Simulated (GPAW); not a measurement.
# How SrVS3 (model structure) absorbs and reflects light

Aim: the dielectric function of SrVS3 (model structure), and the optical constants that follow from it. The cell was made here by substitution or stacking, whether or not such a phase is known. It was built so: All O replaced by S in the Pm-3m structure of SrVO3. The cell given below was relaxed beforehand with Ansatz.

Calculated with GPAW 26.7.0; DFT, PBE, plane-wave PAW (GPAW data sets), scalar-relativistic, RPA, optical limit.

## (1) The starting structure

Symmetry: Pm-3m, No. 221, cubic system. Conventional cell: a = 4.686 Å, b = 4.686 Å, c = 4.686 Å, α = 90.00°, β = 90.00°, γ = 90.00°. Sr has 12 S at 3.31 Å nearest. Nearest to V lie 6 S at 2.34 Å. Nearest to S lie 2 V at 2.34 Å and 4 Sr at 3.31 Å. All O replaced by S in the Pm-3m structure of SrVO3. Farther neighbours and most contacts between anions are not listed.

## (2) Ground state

First the ground state: is it a metal or has it a gap?

This step: DFT, PBE, plane-wave PAW (GPAW data sets), scalar-relativistic, ground state (GPAW 26.7.0).

Contents of gs.py:

```python
from ase import Atoms
from ase.dft.bandgap import bandgap
from gpaw import GPAW, PW, FermiDirac

atoms = Atoms(['Sr', 'V', 'S', 'S', 'S'],
              cell=[[4.68639046, 0.00000000, 0.00000000],
                    [0.00000000, 4.68639046, 0.00000000],
                    [0.00000000, 0.00000000, 4.68639046]],
              scaled_positions=[[0.50000000, 0.50000000, 0.50000000],
                                [0.00000000, 0.00000000, 1.00000000],
                                [1.00000000, 1.00000000, 0.50000000],
                                [1.00000000, 0.50000000, 0.00000000],
                                [0.50000000, 0.00000000, 0.00000000]],
              pbc=[True, True, True])
atoms.set_initial_magnetic_moments([0.0, 2.0, 0.0, 0.0, 0.0])
atoms.calc = GPAW(mode=PW(400), xc='PBE', kpts={'size': (5, 5, 5), 'gamma': True},
                  occupations=FermiDirac(0.05), maxiter=150, txt='gs.txt')
print('energy (eV)', atoms.get_potential_energy())
print('Fermi level (eV)', atoms.calc.get_fermi_level())
print('valence electrons', atoms.calc.get_number_of_electrons())
print('gap (eV)', bandgap(atoms.calc, output=None)[0])
print('direct gap (eV)', bandgap(atoms.calc, direct=True, output=None)[0])
print('moments', atoms.get_magnetic_moments().round(3).tolist())
atoms.calc.write('gs.gpw')
```

The run is started by

```bash
$ OMP_NUM_THREADS=1 python gs.py
```

Numbers of over 12 decimals in the logs are rounded to 6 here.

What it wrote:

```text
__  _  _
 | _ |_)|_||  |
 |__||  | ||/\| - 26.7.0

Versions:
  Python: 3.12.14
  ASE:    3.29.0
  Numpy:  2.5.5
  Scipy:  1.18.1
  Libxc:  7.0.0

Input parameters:
  mode=PW(ecut=400.0),
  kpts=MonkhorstPack(size=(5, 5, 5), gamma=True),
  maxiter=150,
  occupations=Occupations(name='fermi-dirac', width=0.05, fixmagmom=False),
  xc=XC(name='PBE')

Diagonalizing LCAO Hamiltonian
Converting LCAO to pw mode
    .-----------.
   /|           |
  / |           |
 *  |           |
 |  |    Sr     |
 |  |           |
 S  .-----------.
 | S           /
 |/           /
 V-----S-----*

Atoms  # Å, Bohr magnetons
|   | symbol |        x |        y |        z |    initial magnetic moments |
| 0 |     Sr | 2.343195 | 2.343195 | 2.343195 | ( 0.0000,  0.0000,  0.0000) |
| 1 |      V | 0.000000 | 0.000000 | 4.686390 | ( 0.0000,  0.0000,  2.0000) |
| 2 |      S | 4.686390 | 4.686390 | 2.343195 | ( 0.0000,  0.0000,  0.0000) |
| 3 |      S | 4.686390 | 2.343195 | 0.000000 | ( 0.0000,  0.0000,  0.0000) |
| 4 |      S | 2.343195 | 0.000000 | 0.000000 | ( 0.0000,  0.0000,  0.0000) |

Unit cell  # Å
| periodic |        x |        y |        z |  lengths |    angles |
|      yes | 4.686390 | 0.000000 | 0.000000 | 4.686390 | 90.000000 |
|      yes | 0.000000 | 4.686390 | 0.000000 | 4.686390 | 90.000000 |
|      yes | 0.000000 | 0.000000 | 4.686390 | 4.686390 | 90.000000 |

Number of symmetries: 48
Symmetry operations  # r_c * U_cc + t_c -> r_c
|    | kind |            matrix            |
|  0 |  E   |  1, 0, 0,  0, 1, 0,  0, 0, 1 |
|  1 |  σ   |  1, 0, 0,  0, 1, 0,  0, 0,-1 |
|  2 |  σ   |  1, 0, 0,  0, 0, 1,  0, 1, 0 |
|  3 |  C4  |  1, 0, 0,  0, 0, 1,  0,-1, 0 |
|  4 |  C4  |  1, 0, 0,  0, 0,-1,  0, 1, 0 |
|  5 |  σ   |  1, 0, 0,  0, 0,-1,  0,-1, 0 |
|  6 |  σ   |  1, 0, 0,  0,-1, 0,  0, 0, 1 |
|  7 |  C2  |  1, 0, 0,  0,-1, 0,  0, 0,-1 |
|  8 |  σ   |  0, 1, 0,  1, 0, 0,  0, 0, 1 |
|  9 |  C2  |  0, 1, 0,  1, 0, 0,  0, 0,-1 |
| 10 |  C3  |  0, 1, 0,  0, 0, 1,  1, 0, 0 |
| 11 |  S6  |  0, 1, 0,  0, 0, 1, -1, 0, 0 |
| 12 |  S6  |  0, 1, 0,  0, 0,-1,  1, 0, 0 |
| 13 |  C3  |  0, 1, 0,  0, 0,-1, -1, 0, 0 |
| 14 |  C4  |  0, 1, 0, -1, 0, 0,  0, 0, 1 |
| 15 |  S4  |  0, 1, 0, -1, 0, 0,  0, 0,-1 |
| 16 |  C3  |  0, 0, 1,  1, 0, 0,  0, 1, 0 |
| 17 |  S6  |  0, 0, 1,  1, 0, 0,  0,-1, 0 |
| 18 |  σ   |  0, 0, 1,  0, 1, 0,  1, 0, 0 |
| 19 |  C4  |  0, 0, 1,  0, 1, 0, -1, 0, 0 |
| 20 |  C2  |  0, 0, 1,  0,-1, 0,  1, 0, 0 |
| 21 |  S4  |  0, 0, 1,  0,-1, 0, -1, 0, 0 |
| 22 |  S6  |  0, 0, 1, -1, 0, 0,  0, 1, 0 |
| 23 |  C3  |  0, 0, 1, -1, 0, 0,  0,-1, 0 |
| 24 |  S6  |  0, 0,-1,  1, 0, 0,  0, 1, 0 |
| 25 |  C3  |  0, 0,-1,  1, 0, 0,  0,-1, 0 |
| 26 |  C4  |  0, 0,-1,  0, 1, 0,  1, 0, 0 |
| 27 |  σ   |  0, 0,-1,  0, 1, 0, -1, 0, 0 |
| 28 |  S4  |  0, 0,-1,  0,-1, 0,  1, 0, 0 |
| 29 |  C2  |  0, 0,-1,  0,-1, 0, -1, 0, 0 |
| 30 |  C3  |  0, 0,-1, -1, 0, 0,  0, 1, 0 |
| 31 |  S6  |  0, 0,-1, -1, 0, 0,  0,-1, 0 |
| 32 |  C4  |  0,-1, 0,  1, 0, 0,  0, 0, 1 |
| 33 |  S4  |  0,-1, 0,  1, 0, 0,  0, 0,-1 |
| 34 |  S6  |  0,-1, 0,  0, 0, 1,  1, 0, 0 |
| 35 |  C3  |  0,-1, 0,  0, 0, 1, -1, 0, 0 |
| 36 |  C3  |  0,-1, 0,  0, 0,-1,  1, 0, 0 |
| 37 |  S6  |  0,-1, 0,  0, 0,-1, -1, 0, 0 |
| 38 |  σ   |  0,-1, 0, -1, 0, 0,  0, 0, 1 |
| 39 |  C2  |  0,-1, 0, -1, 0, 0,  0, 0,-1 |
| 40 |  σ   | -1, 0, 0,  0, 1, 0,  0, 0, 1 |
| 41 |  C2  | -1, 0, 0,  0, 1, 0,  0, 0,-1 |
| 42 |  C2  | -1, 0, 0,  0, 0, 1,  0, 1, 0 |
| 43 |  S4  | -1, 0, 0,  0, 0, 1,  0,-1, 0 |
| 44 |  S4  | -1, 0, 0,  0, 0,-1,  0, 1, 0 |
| 45 |  C2  | -1, 0, 0,  0, 0,-1,  0,-1, 0 |
| 46 |  C2  | -1, 0, 0,  0,-1, 0,  0, 0, 1 |
| 47 |  i   | -1, 0, 0,  0,-1, 0,  0, 0,-1 |

BZ-sampling:
  Number of BZ points: 125
  Number of IBZ points: 10

  Monkhorst-Pack size: [5, 5, 5]
  Monkhorst-Pack shift: [0, 0, 0]

K-points  # in reciprocal-cell coordinates
|   |                                coordinates |     weight |
| 0 | (  0.00000000,   0.00000000,   0.00000000) | 0.00800000 |
| 1 | (  0.20000000,   0.00000000,   0.00000000) | 0.04800000 |
| 2 | (  0.20000000,   0.20000000,   0.00000000) | 0.09600000 |
| 3 | (  0.20000000,   0.20000000,   0.20000000) | 0.06400000 |
| 4 | (  0.40000000,   0.00000000,   0.00000000) | 0.04800000 |
| 5 | (  0.40000000,   0.20000000,   0.00000000) | 0.19200000 |
| 6 | (  0.40000000,   0.20000000,   0.20000000) | 0.19200000 |
| 7 | (  0.40000000,   0.40000000,   0.00000000) | 0.09600000 |
| 8 | (  0.40000000,   0.40000000,   0.20000000) | 0.19200000 |
| 9 | (  0.40000000,   0.40000000,   0.40000000) | 0.06400000 |

Plane wave coefficients: 1887
Cutoff: 400.0 eV

Spin-components: 2 (collinear spins)
Bands:           30
Projectors:      26
Spin-degeneracy: 1
Datatype:        complex128

Parallelization:
  kpt:    1
  domain: 1
  band:   1

Density:
  Valence electrons: 41.0
  Components: 2
  Grid points: [24 24 24]
  Charge: 0.0  # |e|

Potential:
  Grid points: [24 24 24]

species:
  Sr:
    name:    Strontium
    id:
    Z:       38.0
    valence: 10
    core:    28
    charge:  0.0  # [|e|]
    compensation charges:
      type: gauss
      rc: 0.40  # [Å]
      lmax: 2
    cutoffs:
      filter: 2.39  # [Å]
      core: 1.85  # [Å]
    projectors
    | kind |    occ | energy [eV] | rcut [Å] |
    |   4s |  2.000 |     -40.883 |    1.291 |
    |   5s |  2.000 |      -3.525 |    1.291 |
    |   4p |  6.000 |     -22.826 |    1.291 |
    |    p |        |       4.386 |    1.291 |
    |    d |        |       0.000 |    1.254 |

    Using partial waves for Sr as LCAO basis

  V:
    name:    Vanadium
    id:
    Z:       23.0
    valence: 13
    core:    10
    charge:  0.0  # [|e|]
    compensation charges:
      type: gauss
      rc: 0.37  # [Å]
      lmax: 2
    cutoffs:
      filter: 2.14  # [Å]
      core: 0.96  # [Å]
    projectors
    | kind |    occ | energy [eV] | rcut [Å] |
    |   3s |  2.000 |     -70.222 |    1.254 |
    |   4s |  2.000 |      -4.702 |    1.254 |
    |   3p |  6.000 |     -44.043 |    1.281 |
    |   4p |  0.000 |      -1.444 |    1.281 |
    |   3d |  3.000 |      -5.164 |    1.169 |
    |    d |        |      22.047 |    1.169 |

    Using partial waves for V as LCAO basis

  S:
    name:    Sulfur
    id:
    Z:       16.0
    valence: 6
    core:    10
    charge:  0.0  # [|e|]
    compensation charges:
      type: gauss
      rc: 0.24  # [Å]
      lmax: 2
    cutoffs:
      filter: 1.77  # [Å]
      core: 1.66  # [Å]
    projectors
    | kind |    occ | energy [eV] | rcut [Å] |
    |   3s |  2.000 |     -17.254 |    0.974 |
    |   3p |  4.000 |      -7.008 |    0.979 |
    |    s |        |       9.957 |    0.974 |
    |    p |        |      20.203 |    0.979 |
    |    d |        |       0.000 |    0.900 |

    Using partial waves for S as LCAO basis

Reference energy: -144890.125263  # eV

eigensolver:
  PPCG
  Converge bands: occupied
  niter=2

density mixing:
  MSR1-Mixer
  Pratt-step length: 0.05
  Maximum mixing coefficient: 0.75
  Old densities: 10
  SVD Regularization: 0.005
  Good broyden scale: 1.0
  Trust region scale: 1.0
  Backstep threshold: 4.0
  History deletion threshold: 6.0
  Fourier metric: weight=20.0, sigma=0.015

occupation numbers:
  Fermi-Dirac:
    width: 0.0500  # eV

poisson solver:
  ecut: 3200.0  # eV

xc functional:
  name: PBE with 2 nearest neighbor stencil

convergence criteria:
- Maximum [total energy] change in last 3 cyles: 0.0005 eV / valence electron
- Maximum integral of absolute [dens]ity change: 0.0001 electrons / valence electron
- Maximum integral of absolute [eigenst]ate change: 4e-08 eV^2 / valence electron
maximum number of iterations: 150

SCF iterations
|iter     |      energy | eigst |  dens |  magmom |
|iter:   1||  -28.917584 | +0.20 |       |  +2.0054|
|iter:   2||  -28.604426 | -1.44 | -1.01 |  +1.9540|
|iter:   3||  -28.212481 | -1.69 | -1.07 |  +1.5897|
|iter:   4||  -28.418208 | -1.77 | -1.39 |  +1.3472|
|iter:   5||  -28.259491 | -2.16 | -1.34 |  +1.0842|
|iter:   6||  -28.273317 | -2.47 | -1.70 |  +0.7458|
|iter:   7||  -28.272461c| -3.33 | -2.21 |  +0.7576|
|iter:   8||  -28.272684c| -4.55 | -2.55 |  +0.7696|
|iter:   9||  -28.272770c| -4.96 | -2.92 |  +0.7859|
|iter:  10||  -28.272764c| -6.00 | -3.69 |  +0.7868|
|iter:  11||  -28.272759c| -6.34 | -4.02c|  +0.7871|
|iter:  12||  -28.272758c| -7.38 | -4.74c|  +0.7871|
|iter:  13||  -28.272758c| -7.70c| -5.30c|  +0.7871|

Converged in 13 steps
SCF loop duration: 17.431 s (1.341 s/step)
Energy contributions relative to reference atoms: (reference = -144890.125263)

Energy contributions:
  Kinetic:          17.631556
  Coulomb:         -17.506722
  Zero:              0.022055
  External:          0.000000
  Xc:              -28.408535
  Entropy:          -0.022226
  Spinorbit:         0.000000
  ----------------------------
  Free energy:     -28.283871
  Extrapolated:    -28.272758

dipole moment: (-41.421205, -41.421205, -41.421205)  # |e|*Ang

Total magnetic moment: (0.000000, 0.000000, 0.787053)

Local magnetic moments
|        x |        y |         z |
| 0.000000 | 0.000000 |  0.001853 |  # Sr   0
| 0.000000 | 0.000000 |  0.722989 |  # V    1
| 0.000000 | 0.000000 | -0.010119 |  # S    2
| 0.000000 | 0.000000 | -0.010119 |  # S    3
| 0.000000 | 0.000000 | -0.010119 |  # S    4

Fermi level: 6.447
Eigenvalues  # (at kpt = [0.000, 0.000, 0.000])
| band index |      eig [eV] | occ [0-1] |      eig [eV] | occ [0-1] |
|          0 |       -59.080 |     1.000 |       -58.307 |     1.000 |
|        ... |               |           |               |           |
|         15 |         5.023 |     1.000 |         5.017 |     1.000 |
|         16 |         5.023 |     1.000 |         5.017 |     1.000 |
|         17 |         5.200 |     1.000 |         5.931 |     1.000 |
|         18 |         5.200 |     1.000 |         5.931 |     1.000 |
|         19 |         5.200 |     1.000 |         5.931 |     1.000 |
|         20 |         6.027 |     1.000 |         6.018 |     1.000 |
|         21 |         6.027 |     1.000 |         6.018 |     1.000 |
|         22 |         6.027 |     1.000 |         6.018 |     1.000 |
|         23 |         6.631 |     0.025 |         7.007 |     0.000 |
|         24 |         6.631 |     0.025 |         7.007 |     0.000 |
|         25 |         9.150 |     0.000 |         9.203 |     0.000 |
|         26 |         9.428 |     0.000 |         9.461 |     0.000 |
|         27 |         9.428 |     0.000 |         9.461 |     0.000 |
|         28 |        10.634 |     0.000 |        10.715 |     0.000 |
|         29 |        10.634 |     0.000 |        10.715 |     0.000 |

No gap
No difference between direct/indirect transitions

--- standard output ---
energy (eV) -28.272758
Fermi level (eV) 6.447275
valence electrons 41.0
gap (eV) 0.0
direct gap (eV) 0.0
moments [0.002, 0.723, -0.01, -0.01, -0.01]
```

The job ended after 20 s (1 thread of Intel Xeon 6975P-C (Granite Rapids), shared host; peak memory 0.18 GiB).

Numbers from this step:

```
energy       : -28.27 eV
Fermi energy : 6.447 eV
electrons    : 41
site moments : 0.002, 0.723, -0.01, -0.01, -0.01 μB
```

There are states at the Fermi level within the smearing, so the occupations stay smeared and the carriers get a Drude term.

## (3) Bands for the response

At the fixed density, many empty bands are solved on the mesh of the response, since the spectrum sums over them.

This step: DFT, PBE, plane-wave PAW (GPAW data sets), scalar-relativistic, bands at fixed density (GPAW 26.7.0).

Contents of nscf.py:

```python
from ase.dft.bandgap import bandgap
from gpaw import GPAW, FermiDirac

calc = GPAW('gs.gpw').fixed_density(kpts={'size': (8, 8, 8), 'gamma': True}, nbands=56, convergence={'bands': 50},
                                    occupations=FermiDirac(0.05), txt='nscf.txt')
print('gap (eV)', bandgap(calc, output=None)[0])
print('direct gap (eV)', bandgap(calc, direct=True, output=None)[0])
calc.write('full.gpw', mode='all')
```

The run is started by

```bash
$ OMP_NUM_THREADS=1 python nscf.py
```

What it wrote:

```text
Diagonalizing LCAO Hamiltonian
Converting LCAO to pw mode
convergence criteria:
- Maximum integral of absolute [eigenst]ate change: 4e-08 eV^2 / valence electron
maximum number of iterations: 150

SCF iterations
|iter     |      energy | eigst |  dens |  magmom |
|iter:   1||             | +3.07 |       |  +0.7871|
|iter:   2||             | +2.00 |       |  +0.7871|
|iter:   3||             | +1.16 |       |  +0.7871|
|iter:   4||             | +0.20 |       |  +0.7871|
|iter:   5||             | -0.55 |       |  +0.7871|
|iter:   6||             | -1.44 |       |  +0.7871|
|iter:   7||             | -2.19 |       |  +0.7871|
|iter:   8||             | -3.07 |       |  +0.7871|
|iter:   9||             | -3.81 |       |  +0.7871|
|iter:  10||             | -4.68 |       |  +0.7871|
|iter:  11||             | -5.41 |       |  +0.7871|
|iter:  12||             | -6.24 |       |  +0.7871|
|iter:  13||             | -6.91 |       |  +0.7871|
|iter:  14||             | -7.38 |       |  +0.7871|
|iter:  15||             | -7.83c|       |  +0.7871|
SCF steps: 15
  __  _  _
 | _ |_)|_||  |
 |__||  | ||/\| - 26.7.0

Versions:
  Python: 3.12.14
  ASE:    3.29.0
  Numpy:  2.5.5
  Scipy:  1.18.1
  Libxc:  7.0.0

Input parameters:
  mode=PW(ecut=400.0),
  convergence={'bands': 50},
  gpts=array([24, 24, 24]),
  kpts=MonkhorstPack(size=(8, 8, 8), gamma=True),
  maxiter=150,
  nbands=56,
  occupations=Occupations(name='fermi-dirac', width=0.05, fixmagmom=False),
  parallel={},
  xc=XC(name='PBE')

--- standard output ---
gap (eV) 0.0
direct gap (eV) 0.0
```

Wall time 1.7 min (1 thread); peak memory 0.3 GiB.

[end of part 1 of 2]

[Machine, clock and banner lines and Python warnings are left out of the logs.]

[Logs are printed without paths, hosts, clocks, repeated set-up lines and the standing remarks that a program may print on its own settings, such as how far it seeks lower states.]

[Hosts, paths, dates, database ids (printed as entryN), source tags and the programs' standing remarks are cut or masked in the printed files.]
